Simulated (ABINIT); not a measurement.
**CsH (Pm-3m): G0W0 in ABINIT against the wavefunction cutoff in GW**

Wanted: the cheapest wavefunction cutoff in GW that holds the gap of CsH (Pm-3m).

Main program and level: ABINIT 10.8.3; LDA and many-body steps on it, plane waves.

This is a report of a sequence of runs, with most program output left out.

### 1. The starting structure

Symmetry: Pm-3m, No. 221, cubic system. The conventional cell has a = 3.818 Å, b = 3.818 Å, c = 3.818 Å, α = 90.00°, β = 90.00°, γ = 90.00°. Nearest to Cs lie 8 H at 3.31 Å. H has 8 Cs at 3.31 Å nearest. Farther neighbours are not listed.

The cell and positions are those that the Materials Project relaxed with its own functionals (PBE, PBE+U or r2SCAN), kept fixed. Spin-orbit coupling is left out unless a step names it.

### 2. Screening, 4×4×4 mesh, 27 bands, screening to 106.1 eV

This step: ABINIT 10.8.3; RPA screening on LDA, plane waves, norm-conserving pseudopotentials.

The RPA dielectric matrix is built and inverted for each q.

File run.abi:

```
acell 3*1.0 Angstrom
rprim 
  3.818408540000 0.000000000000 0.000000000000
  0.000000000000 3.818408540000 0.000000000000
  0.000000000000 0.000000000000 3.818408540000
ntypat 2
znucl 55 1
natom 2
typat 1 2
xred 
  0.000000000000 0.000000000000 0.000000000000
  0.500000000000 0.500000000000 0.500000000000
pp_dirpath "pseudos"
pseudos "Cs.upf, H.upf"
ecut 31
ngkpt 4 4 4
nshiftk 1
shiftk 0 0 0
kptopt 1
chksymbreak 0
istwfk *1
occopt 1
irdwfk 1
optdriver 3
nband 27
ecuteps 3.9
inclvkb 2
awtr 1
symchi 1
ecutwfn 9.3
indata_prefix "in"
outdata_prefix "out"
tmpdata_prefix "tmp"
```

The run is started by

```console
$ OMP_NUM_THREADS=1 mpirun -n 4 abinit run.abi > log
```

Run time: 2.8 s. Hardware: 4 MPI ranks of Arm Neoverse V2, shared host; peak memory 0.08 GiB; 11 s of CPU time.

This step gave:

- ε∞ with local fields, on this mesh, along the program's q direction: 3.831
- the same without local fields: 4.358
- plasma frequency: 15.73 eV
- plane waves in the screening matrix: 147

Local fields lower ε∞ by 12 %. On a Γ-centred mesh this coarse the value itself is usually too large, while a short band sum pulls it down.

### 3. 9.3 Ha

This step: G0W0 on LDA, plane waves, norm-conserving pseudopotentials.

Edit run.abi of step 2 so:

```diff
@@ -23,8 +23,19 @@
 irdwfk 1
-optdriver 3
+optdriver 4
 nband 27
+gwcalctyp 0
+ecutsigx 9.3
+symsigma 1
+nkptgw 3
+kptgw 
+  0.5000000000 0.5000000000 0.5000000000
+  0.5000000000 0.0000000000 0.0000000000
+  0.0000000000 0.0000000000 0.0000000000
+bdgw 
+  2 8
+  3 7
+  2 7
 ecuteps 3.9
-inclvkb 2
-awtr 1
-symchi 1
+irdscr 1
+ppmodel 1
 ecutwfn 9.3
```

Elapsed: 3.1 s, on 4 MPI ranks; peak memory 0.32 GiB; 12 s of CPU time.

This step gave:

- G0W0 gap on the points computed: 4.242 eV
- starting gap on the mesh: 2.297 eV
- k of the valence top: 0.5, 0.5, 0.5
- k of the conduction bottom: 0.5, 0, 0
- Z at the valence top: 0.775
- Z at the conduction bottom: 0.831
- least direct G0W0 gap on the computed points: 4.372 eV

### 4. Screening, 4×4×4 mesh, 27 bands, screening to 106.1 eV

This step: RPA screening on LDA, plane waves, norm-conserving pseudopotentials.

Edit run.abi of step 3 so:

```diff
@@ -23,20 +23,9 @@
 irdwfk 1
-optdriver 4
+optdriver 3
 nband 27
-gwcalctyp 0
-ecutsigx 9.3
-symsigma 1
-nkptgw 3
-kptgw 
-  0.5000000000 0.5000000000 0.5000000000
-  0.5000000000 0.0000000000 0.0000000000
-  0.0000000000 0.0000000000 0.0000000000
-bdgw 
-  2 8
-  3 7
-  2 7
 ecuteps 3.9
-irdscr 1
-ppmodel 1
-ecutwfn 9.3
+inclvkb 2
+awtr 1
+symchi 1
+ecutwfn 15.5
 indata_prefix "in"
```

Elapsed: 2.7 s, on 4 MPI ranks; peak memory 0.09 GiB.

Numbers from this step:

```
ε∞ with local fields, on this mesh, along the program's q direction : 3.823
the same without local fields                                       : 4.347
plasma frequency                                                    : 15.74 eV
plane waves in the screening matrix                                 : 147
```

### 5. 15.5 Ha

The self-energy is evaluated for the states that the input lists, and the levels follow from it, in one-shot runs by the linearised quasiparticle equation.

This step: G0W0 on LDA, plane waves, norm-conserving pseudopotentials.

Edit run.abi of step 4 so:

```diff
@@ -23,8 +23,19 @@
 irdwfk 1
-optdriver 3
+optdriver 4
 nband 27
+gwcalctyp 0
+ecutsigx 15.5
+symsigma 1
+nkptgw 3
+kptgw 
+  0.5000000000 0.5000000000 0.5000000000
+  0.5000000000 0.0000000000 0.0000000000
+  0.0000000000 0.0000000000 0.0000000000
+bdgw 
+  2 8
+  3 7
+  2 7
 ecuteps 3.9
-inclvkb 2
-awtr 1
-symchi 1
+irdscr 1
+ppmodel 1
 ecutwfn 15.5
```

The job ended after 3.2 s (4 MPI ranks; peak memory 0.36 GiB).

Numbers from this step:

```yaml
g0w0_gap_on_the_points_computed: 4.239 eV
starting_gap_on_the_mesh: 2.297 eV
k_of_the_valence_top: 0.5, 0.5, 0.5
k_of_the_conduction_bottom: 0.5, 0, 0
z_at_the_valence_top: 0.775
z_at_the_conduction_bottom: 0.83
least_direct_g0w0_gap_on_the_computed_points: 4.371 eV
```

The gap on the mesh goes from 2.30 eV to 4.24 eV, a correction of +1.94 eV.

### 6. Screening, 4×4×4 mesh, 27 bands, screening to 106.1 eV

This step: RPA screening on LDA, plane waves, norm-conserving pseudopotentials.

Edit run.abi of step 5 so:

```diff
@@ -23,20 +23,9 @@
 irdwfk 1
-optdriver 4
+optdriver 3
 nband 27
-gwcalctyp 0
-ecutsigx 15.5
-symsigma 1
-nkptgw 3
-kptgw 
-  0.5000000000 0.5000000000 0.5000000000
-  0.5000000000 0.0000000000 0.0000000000
-  0.0000000000 0.0000000000 0.0000000000
-bdgw 
-  2 8
-  3 7
-  2 7
 ecuteps 3.9
-irdscr 1
-ppmodel 1
-ecutwfn 15.5
+inclvkb 2
+awtr 1
+symchi 1
+ecutwfn 23.2
 indata_prefix "in"
```

Run time: 3.7 s. Hardware: 4 MPI ranks; peak memory 0.4 GiB.

Numbers from this step:

| Item | Value |
| --- | --- |
| ε∞ with local fields, on this mesh, along the program's q direction | 3.824 |
| the same without local fields | 4.347 |
| plasma frequency | 15.74 eV |
| plane waves in the screening matrix | 147 |

### 7. 23.2 Ha

This step: G0W0 on LDA, plane waves, norm-conserving pseudopotentials.

Edit run.abi of step 6 so:

```diff
@@ -23,8 +23,19 @@
 irdwfk 1
-optdriver 3
+optdriver 4
 nband 27
+gwcalctyp 0
+ecutsigx 23.2
+symsigma 1
+nkptgw 3
+kptgw 
+  0.5000000000 0.5000000000 0.5000000000
+  0.5000000000 0.0000000000 0.0000000000
+  0.0000000000 0.0000000000 0.0000000000
+bdgw 
+  2 8
+  3 7
+  2 7
 ecuteps 3.9
-inclvkb 2
-awtr 1
-symchi 1
+irdscr 1
+ppmodel 1
 ecutwfn 23.2
```

It took 3.5 s on 4 MPI ranks; peak memory 0.43 GiB.

Numbers from this step:

| Quantity | Value |
| --- | --- |
| G0W0 gap on the points computed | 4.237 eV |
| starting gap on the mesh | 2.297 eV |
| k of the valence top | 0.5, 0.5, 0.5 |
| k of the conduction bottom | 0.5, 0, 0 |
| least direct G0W0 gap on the computed points | 4.37 eV |

Against the run before, the gap moves by −0.002 eV.

### 8. Screening, 4×4×4 mesh, 27 bands, screening to 106.1 eV

This step: RPA screening on LDA, plane waves, norm-conserving pseudopotentials.

Edit run.abi of step 7 so:

```diff
@@ -23,20 +23,8 @@
 irdwfk 1
-optdriver 4
+optdriver 3
 nband 27
-gwcalctyp 0
-ecutsigx 23.2
-symsigma 1
-nkptgw 3
-kptgw 
-  0.5000000000 0.5000000000 0.5000000000
-  0.5000000000 0.0000000000 0.0000000000
-  0.0000000000 0.0000000000 0.0000000000
-bdgw 
-  2 8
-  3 7
-  2 7
 ecuteps 3.9
-irdscr 1
-ppmodel 1
-ecutwfn 23.2
+inclvkb 2
+awtr 1
+symchi 1
 indata_prefix "in"
```

Elapsed: 3.6 s, on 4 MPI ranks; peak memory 0.46 GiB.

This step gave:

| Item | Value |
| --- | --- |
| ε∞ with local fields, on this mesh, along the program's q direction | 3.824 |
| the same without local fields | 4.348 |
| plasma frequency | 15.74 eV |
| plane waves in the screening matrix | 147 |

### 9. 31 Ha

This step: G0W0 on LDA, plane waves, norm-conserving pseudopotentials.

Edit run.abi of step 8 so:

```diff
@@ -23,8 +23,19 @@
 irdwfk 1
-optdriver 3
+optdriver 4
 nband 27
+gwcalctyp 0
+ecutsigx 31
+symsigma 1
+nkptgw 3
+kptgw 
+  0.5000000000 0.5000000000 0.5000000000
+  0.5000000000 0.0000000000 0.0000000000
+  0.0000000000 0.0000000000 0.0000000000
+bdgw 
+  2 8
+  3 7
+  2 7
 ecuteps 3.9
-inclvkb 2
-awtr 1
-symchi 1
+irdscr 1
+ppmodel 1
 indata_prefix "in"
```

It took 3.7 s on 4 MPI ranks; peak memory 0.58 GiB; 15 s of CPU time.

Numbers from this step:

| Quantity | Value |
| --- | --- |
| G0W0 gap on the points computed | 4.237 eV |
| starting gap on the mesh | 2.297 eV |
| k of the valence top | 0.5, 0.5, 0.5 |
| k of the conduction bottom | 0.5, 0, 0 |
| least direct G0W0 gap on the computed points | 4.37 eV |

Against the run before, the gap moves by +0.000 eV.

### 10. The runs together

Times are wall times on 4 MPI ranks of Arm Neoverse V2, shared host, good to a factor of about two. A run's time includes the screening step that it read.

| run | mesh | bands | screening cutoff (eV) | DFT gap (eV) | gap on the mesh (eV) | direct (eV) | ε∞ used | time |
| --- | --- | --- | --- | --- | --- | --- | --- | --- |
| 9.3 Ha | 4×4×4 | 27 | 106.1 | 2.297 | 4.242 | 4.372 | 3.83 | 6 s |
| 15.5 Ha | 4×4×4 | 27 | 106.1 | 2.297 | 4.239 | 4.371 | 3.82 | 5.9 s |
| 23.2 Ha | 4×4×4 | 27 | 106.1 | 2.297 | 4.237 | 4.370 | 3.82 | 7.2 s |
| 31 Ha | 4×4×4 | 27 | 106.1 | 2.297 | 4.237 | 4.370 | 3.82 | 7.4 s |

### 11. Summary of results

```
9.3 Ha       : 4.242 eV
15.5 Ha      : 4.239 eV
23.2 Ha      : 4.237 eV
31 Ha        : 4.237 eV
known limits : not at the basis limit; no spin-orbit coupling; coarse k mesh
```

What this shows: The setting moved: wavefunction cutoff in GW. From 9.3 Ha to 31 Ha the gap moves by −0.005 eV. It holds to 0.03 eV from 9.3 Ha on. Bands and screening cutoff are coupled, so a series along one setting does not show full convergence. The exchange cutoff follows the wavefunction cutoff here. Bands and cutoff are finite, so the gap is not at the basis limit. The miss can reach some tenths of an eV and take either sign; the mesh is an error of its own. In the G0W0 runs levels were corrected at 3 k points alone, so a gap called «on the mesh» is the least over those, and an edge elsewhere would be missed. The 4×4×4 mesh is coarse for this cell, which bears on the long-range parts of exchange and screening. The many-body steps are scalar-relativistic: spin-orbit coupling is not in them.

[Paths, hosts, dates, memory and timing lines, banners, echoed tables and standing remarks are left out of the program output.]

[Logs are printed without paths, hosts, clocks, repeated set-up lines and the standing remarks that a program may print on its own settings, such as how far it seeks lower states.]

[Runs of the session that timed out or met a known fault of the program may be left out.]

[Hosts, paths, dates, database ids (printed as entryN), source tags and the programs' standing remarks are cut or masked in the printed files.]

[G0W0 gaps are taken among the corrected bands and points alone; a level outside them can change the order at an edge.]

[Where Ansatz stands beside ABINIT at settings called matched, ABINIT's density can come from a denser mesh and the files from another edition; pairs whose starting gaps differed by over 0.03 eV were left out, so agreement reads better than it is.]
